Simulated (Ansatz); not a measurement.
## CdAu (Pm-3m): Grüneisen parameters

Wanted: mode Grüneisen parameters of CdAu (Pm-3m).

Calculated with Ansatz 0.2.0; DFT PBEsol, scalar-relativistic, plane waves, PAW; PAW set soft_1.

Most raw output is cut from this account.

**1. Starting point**

The structure is cubic, space group Pm-3m (No. 221). Conventional cell: a = 3.317 Å, b = 3.317 Å, c = 3.317 Å, α = 90.00°, β = 90.00°, γ = 90.00°. Nearest to Cd lie 8 Au at 2.87 Å. Nearest to Au lie 8 Cd at 2.87 Å. Farther neighbours are not listed.

**2. Response at finite wavevector**

The cell comes from relaxations at this level that are not shown. Stability and thermal properties need the whole zone. Linear response on a 4×4×4 q mesh gives force constants as far as a supercell of that size would.

input.yaml reads:

```yaml
crystal:
  lattice:
    - [3.3174904026, 0.0, 0.0]
    - [0.0, 3.3174904026, 0.0]
    - [0.0, 0.0, 3.3174904026]
  atoms:
    - { symbol: Cd, position: [0.5, 0.5, 0.5] }
    - { symbol: Au, position: [0.0, 0.0, 0.0] }
kpoints:
  mp_grid: { grid: [12, 12, 12] }
hamiltonian:
  xc: pbesol
  pseudopotentials: { kind: paw, azcp: { folder: soft_1 }, xc_functional: pbe }
scf:
  occupations: { method: methfessel_paxton, width: 0.2 }
output:
  eigenvalues: true
phonons:
  method: dfpt
  qmesh: [4, 4, 4]
  temperatures: { t_max: 1000, t_step: 50 }
  qpath:
    path:
      - [[0.0, 0.0, 0.0], [0.0, 0.5, 0.0], [0.5, 0.5, 0.0], [0.0, 0.0, 0.0], [0.5, 0.5, 0.5], [0.0, 0.5, 0.0]]
      - [[0.5, 0.5, 0.5], [0.5, 0.5, 0.0]]
    npoints: 10
```

Launch:

```sh
$ ansatz run input.yaml --threads 4 --pin off --max-ram 10240MiB --backend cpu --events-out ev --progress --plain --runs-dir out
```

Wall time 4.6 min (4 threads of Arm Neoverse V2, shared host); peak memory 2.1 GiB.

This step gave:

```yaml
volume_per_atom: 18.26 Å³
gap_on_the_k_mesh: 0 eV
sum_rule_residual_before_enforcement: 1.61e-4 eV/Å²
lowest_frequency_on_the_path: -25.41 cm⁻¹
point_group: m-3m
highest_frequency_on_the_path_or_at_a_solved_wavevector: 150.8 cm⁻¹
highest_optical_mode_at_the_zone_centre_no_lo_to_term: 122.7 cm⁻¹
lowest_optical_zone_centre_mode: 122.7 cm⁻¹
lowest_mode_on_the_q_mesh_acoustic_modes_at_gamma_apart: -25.41 cm⁻¹
```

Frequencies (cm⁻¹) solved at each irreducible wavevector; negative means imaginary. Frequencies by wavevector, by row:

```
q in reciprocal lattice units  star  mode 1  mode 2  mode 3  mode 4  mode 5  mode 6
                        0 0 0     1       0       0       0   122.7   122.7   122.7
                     0 0 0.25     6    42.1    42.1    63.6   113.3   113.3   130.5
                     0 0 -0.5     3    64.9    64.9    84.8    97.2    97.2   133.2
                  0 0.25 0.25    12   -16.3    56.5    74.1   106.7   119.9   138.4
                  0 0.25 -0.5    12    38.1    39.9    67.1    97.6   133.9   145.5
                  0 -0.5 -0.5     3   -25.4   -25.4    70.2      99   150.8   150.8
               0.25 0.25 0.25     8    36.4    36.4    60.1   127.3   127.4   127.4
               0.25 0.25 -0.5    12    34.3    39.4    67.2     109   133.5   142.4
               0.25 -0.5 -0.5     6    34.2    34.2    67.5   107.8   139.2   139.2
               -0.5 -0.5 -0.5     1    74.2    74.2    74.2   122.1   122.1   122.1
```

Symmetry leaves 10 wavevectors to solve. The lowest mode among them, the acoustic zeros apart, lies at q = (0, -0.5, -0.5) and is imaginary, 25.4i cm⁻¹, so the energy falls along it.

**3. Relaxing at another volume, volume ratio 0.97**

The volume is scaled by 0.97 and held; symmetry leaves nothing to relax, so this is a single point. The modes can then be followed against volume.

input.yaml, the sections that differ from step 2:

```yaml
crystal:
  lattice:
    - [3.2839781073, 0.0, 0.0]
    - [0.0, 3.2839781073, 0.0]
    - [0.0, 0.0, 3.2839781073]
  atoms:
    - { symbol: Cd, position: [0.5, 0.5, 0.5] }
    - { symbol: Au, position: [0.0, 0.0, 0.0] }
output:
  forces: true
  stress: true
  eigenvalues: true
# kpoints, hamiltonian, scf: as in step 2
# phonons: removed
```

It took 1.5 s on 4 threads; peak memory 0.36 GiB; 3.8 s of CPU time.

This step gave:

- pressure: 3.887 GPa
- volume per atom: 17.71 Å³

The run ends at a pressure of 3.89 GPa.

**4. Phonons at the other volume, volume ratio 0.97**

The phonons are repeated at this volume on the same k and q meshes.

input.yaml: that of step 3 with these lines changed.

```diff
@@ -16,4 +16,11 @@
 output:
-  forces: true
-  stress: true
   eigenvalues: true
+phonons:
+  method: dfpt
+  qmesh: [4, 4, 4]
+  temperatures: { t_max: 1000, t_step: 50 }
+  qpath:
+    path:
+      - [[0.0, 0.0, 0.0], [0.0, 0.5, 0.0], [0.5, 0.5, 0.0], [0.0, 0.0, 0.0], [0.5, 0.5, 0.5], [0.0, 0.5, 0.0]]
+      - [[0.5, 0.5, 0.5], [0.5, 0.5, 0.0]]
+    npoints: 10
```

The job ended after 4.4 min (4 threads; peak memory 2.1 GiB; 17 min of CPU time).

Numbers from this step:

```
sum-rule residual before enforcement                    : 1.76e-4 eV/Å²
lowest frequency on the path                            : -25.61 cm⁻¹
highest frequency on the path or at a solved wavevector : 163.3 cm⁻¹
highest optical mode at the zone centre (no LO-TO term) : 134.0 cm⁻¹
lowest optical zone-centre mode                         : 134.0 cm⁻¹
lowest mode on the q mesh (acoustic modes at Γ apart)   : -25.61 cm⁻¹
```

Frequencies (cm⁻¹) solved at each irreducible wavevector; negative means imaginary. Frequencies by wavevector, by row:

```
q in reciprocal lattice units  star  mode 1  mode 2  mode 3  mode 4  mode 5  mode 6
                        0 0 0     1       0       0       0     134     134     134
                     0 0 0.25     6    46.4    46.4    69.1   123.8   123.8   141.1
                     0 0 -0.5     3    72.1    72.1    93.1   106.1   106.1   143.1
                  0 0.25 0.25    12   -16.5    61.9    81.5   116.5   129.3   150.2
                  0 0.25 -0.5    12    42.3    44.5    74.3   106.4   145.2   156.7
                  0 -0.5 -0.5     3   -25.6   -25.6    77.4   107.6   163.3   163.3
               0.25 0.25 0.25     8    41.5    41.5    65.8   137.6   138.4   138.4
               0.25 0.25 -0.5    12    39.2    43.5    74.9   118.2   144.8   153.7
               0.25 -0.5 -0.5     6    40.3    40.3      75   116.7   150.7   150.7
               -0.5 -0.5 -0.5     1    82.9    82.9    82.9   131.6   131.6   131.6
```

The highest optical mode at the zone centre (no LO-TO term) is 134.0 cm⁻¹, +11.3 cm⁻¹ against the base run.

**5. Relaxing at another volume, volume ratio 1.03**

The volume is scaled by 1.03 and held; symmetry leaves nothing to relax, so this is a single point. The modes can then be followed against volume.

input.yaml, the sections that differ from step 4:

```yaml
crystal:
  lattice:
    - [3.3503389785, 0.0, 0.0]
    - [0.0, 3.3503389785, 0.0]
    - [0.0, 0.0, 3.3503389785]
  atoms:
    - { symbol: Cd, position: [0.5, 0.5, 0.5] }
    - { symbol: Au, position: [0.0, 0.0, 0.0] }
output:
  forces: true
  stress: true
  eigenvalues: true
# kpoints, hamiltonian, scf: as in step 4
# phonons: removed
```

It took 1 s on 4 threads; peak memory 0.36 GiB.

Numbers from this step:

| Property | Result |
| --- | --- |
| pressure | -3.171 GPa |
| volume per atom | 18.80 Å³ |

The run ends at a pressure of -3.17 GPa.

**6. Phonons at the other volume, volume ratio 1.03**

input.yaml: that of step 5 with these lines changed.

```diff
@@ -16,4 +16,11 @@
 output:
-  forces: true
-  stress: true
   eigenvalues: true
+phonons:
+  method: dfpt
+  qmesh: [4, 4, 4]
+  temperatures: { t_max: 1000, t_step: 50 }
+  qpath:
+    path:
+      - [[0.0, 0.0, 0.0], [0.0, 0.5, 0.0], [0.5, 0.5, 0.0], [0.0, 0.0, 0.0], [0.5, 0.5, 0.5], [0.0, 0.5, 0.0]]
+      - [[0.5, 0.5, 0.5], [0.5, 0.5, 0.0]]
+    npoints: 10
```

Wall time 4.6 min (4 threads); peak memory 2.1 GiB; 18 min of CPU time.

This step gave:

| Property | Result |
| --- | --- |
| sum-rule residual before enforcement | 1.49e-4 eV/Å² |
| lowest frequency on the path | -25.20 cm⁻¹ |
| highest frequency on the path or at a solved wavevector | 139.1 cm⁻¹ |
| highest optical mode at the zone centre (no LO-TO term) | 111.8 cm⁻¹ |
| lowest optical zone-centre mode | 111.8 cm⁻¹ |
| lowest mode on the q mesh (acoustic modes at Γ apart) | -25.2 cm⁻¹ |

Frequencies (cm⁻¹) solved at each irreducible wavevector; negative means imaginary. Frequencies by wavevector, by row:

```
q in reciprocal lattice units  star  mode 1  mode 2  mode 3  mode 4  mode 5  mode 6
                        0 0 0     1       0       0       0   111.8   111.8   111.8
                     0 0 0.25     6    37.9    37.9    58.3   103.2   103.2   120.4
                     0 0 -0.5     3    57.9    57.9    76.9    88.7    88.7     124
                  0 0.25 0.25    12     -16    51.1    67.1    97.3     111   127.2
                  0 0.25 -0.5    12    34.1    35.4    60.1    89.2   123.1   134.9
                  0 -0.5 -0.5     3   -25.2   -25.2    63.2    90.7   139.1   139.1
               0.25 0.25 0.25     8    31.3    31.3    54.7   116.8   116.8   117.5
               0.25 0.25 -0.5    12    29.3    35.3    59.8   100.2   122.8   131.7
               0.25 -0.5 -0.5     6    27.9    27.9    60.2    99.3   128.3   128.3
               -0.5 -0.5 -0.5     1    65.9    65.9    65.9   113.1   113.1   113.1
```

The highest optical mode at the zone centre (no LO-TO term) is 111.8 cm⁻¹, -10.9 cm⁻¹ against the base run.

**7. Grüneisen parameters**

The Grüneisen parameter of a mode is minus the logarithmic change of its frequency with volume, −d ln ω / d ln V; weighted by heat capacity it gives the expansion.

Numbers from this step:

```
bulk modulus : 117.6 GPa
```

Phonon branches along the path, in cm⁻¹:

```
    point  branch 1  branch 2  branch 3  branch 4  branch 5  branch 6
        Γ         0         0         0       123       123       123
  halfway        42        42        64       113       113       130
        X        65        65        85        97        97       133
  halfway        38        40        67        98       134       146
        M       -25       -25        70        99       151       151
  halfway       -16        56        74       107       120       138
        Γ         0         0         0       123       123       123
  halfway        36        36        60       127       127       127
        R        74        74        74       122       122       122
  halfway        34        39        67       109       134       142
        X        65        65        85        97        97       133
jump to R        74        74        74       122       122       122
  halfway        34        34        67       108       139       139
        M       -25       -25        70        99       151       151
```

The same for volume x 0.97:

```
point  branch 1  branch 2  branch 3  branch 4  branch 5  branch 6
    Γ         0         0         0       134       134       134
    X        72        72        93       106       106       143
    M       -26       -26        77       108       163       163
    Γ         0         0         0       134       134       134
    R        83        83        83       132       132       132
    X        72        72        93       106       106       143
    R        83        83        83       132       132       132
    M       -26       -26        77       108       163       163
```

The same for volume x 1.03:

```
point  branch 1  branch 2  branch 3  branch 4  branch 5  branch 6
    Γ         0         0         0       112       112       112
    X        58        58        77        89        89       124
    M       -25       -25        63        91       139       139
    Γ         0         0         0       112       112       112
    R        66        66        66       113       113       113
    X        58        58        77        89        89       124
    R        66        66        66       113       113       113
    M       -25       -25        63        91       139       139
```

**8. What came out**

```yaml
bulk_modulus: 118 GPa
```

**Reading.** No expansion is given, because modes are imaginary at one volume or more. The highest optical mode at Γ goes from 134 to 112 cm⁻¹ as the cell grows, a Grüneisen parameter of 3.02. Branches are matched by rank, so values near crossings are rough. With no gap, or one that is small against the smearing, the frequencies hang on the k mesh and the smearing, most of all near Kohn anomalies. The phonon runs are without spin polarisation, although the cell has an odd electron count. Spin-orbit coupling is left out, which can matter for the heavy elements here. The PAW files were made for PBE and serve the other functionals too. A phonon run warned that its eigensolver left some bands unconverged in a pass.

[Logs are printed without paths, hosts, clocks, repeated set-up lines and the standing remarks that a program may print on its own settings, such as how far it seeks lower states.]

[Hosts, paths, dates, database ids (printed as entryN), source tags and the programs' standing remarks are cut or masked in the printed files.]
